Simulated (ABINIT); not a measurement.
An input for ABINIT 10.8.3 (WS2 (Tungstenite)):

```
acell 3*1.0 Angstrom
rprim 
  1.579000000014 0.911636075086 6.163333333296
  -1.579000000014 0.911636075086 6.163333333296
  0.000000000000 -1.823272150090 6.163333333308
ntypat 2
znucl 74 16
natom 3
typat 1 2 2
xred 
  0.000000000000 0.000000000000 0.000000000000
  0.249700000000 0.249700000000 0.249700000000
  0.419000000000 0.419000000000 0.419000000000
pp_dirpath "pseudos"
pseudos "W.upf, S.upf"
ecut 29
ngkpt 4 4 4
nshiftk 1
shiftk 0 0 0
kptopt 1
chksymbreak 0
istwfk *1
occopt 1
irdwfk 1
optdriver 3
nband 196
ecuteps 6.6
inclvkb 2
awtr 1
symchi 1
gwcalctyp 2
nfreqre 16
freqremax 40 eV
nfreqim 8
spmeth 0
indata_prefix "in"
outdata_prefix "out"
tmpdata_prefix "tmp"
```

```sh
OMP_NUM_THREADS=1 mpirun -n 8 abinit run.abi > log
```

Question: How long will it take on 8 MPI ranks of Arm Neoverse V2, shared host, and how much memory?

It took 8.8 min; on shared hardware allow 4.4 min to 18 min. Peak host memory was 6.4 GiB.

[Paths, hosts, dates, memory and timing lines, banners, echoed tables and standing remarks are left out of the program output.]

[Logs are printed without paths, hosts, clocks, repeated set-up lines and the standing remarks that a program may print on its own settings, such as how far it seeks lower states.]

[Runs of the session that timed out or met a known fault of the program may be left out.]

[Hosts, paths, dates, database ids (printed as entryN), source tags and the programs' standing remarks are cut or masked in the printed files.]

[G0W0 gaps are taken among the corrected bands and points alone; a level outside them can change the order at an edge.]

[Where Ansatz stands beside ABINIT at settings called matched, ABINIT's density can come from a denser mesh and the files from another edition; pairs whose starting gaps differed by over 0.03 eV were left out, so agreement reads better than it is.]
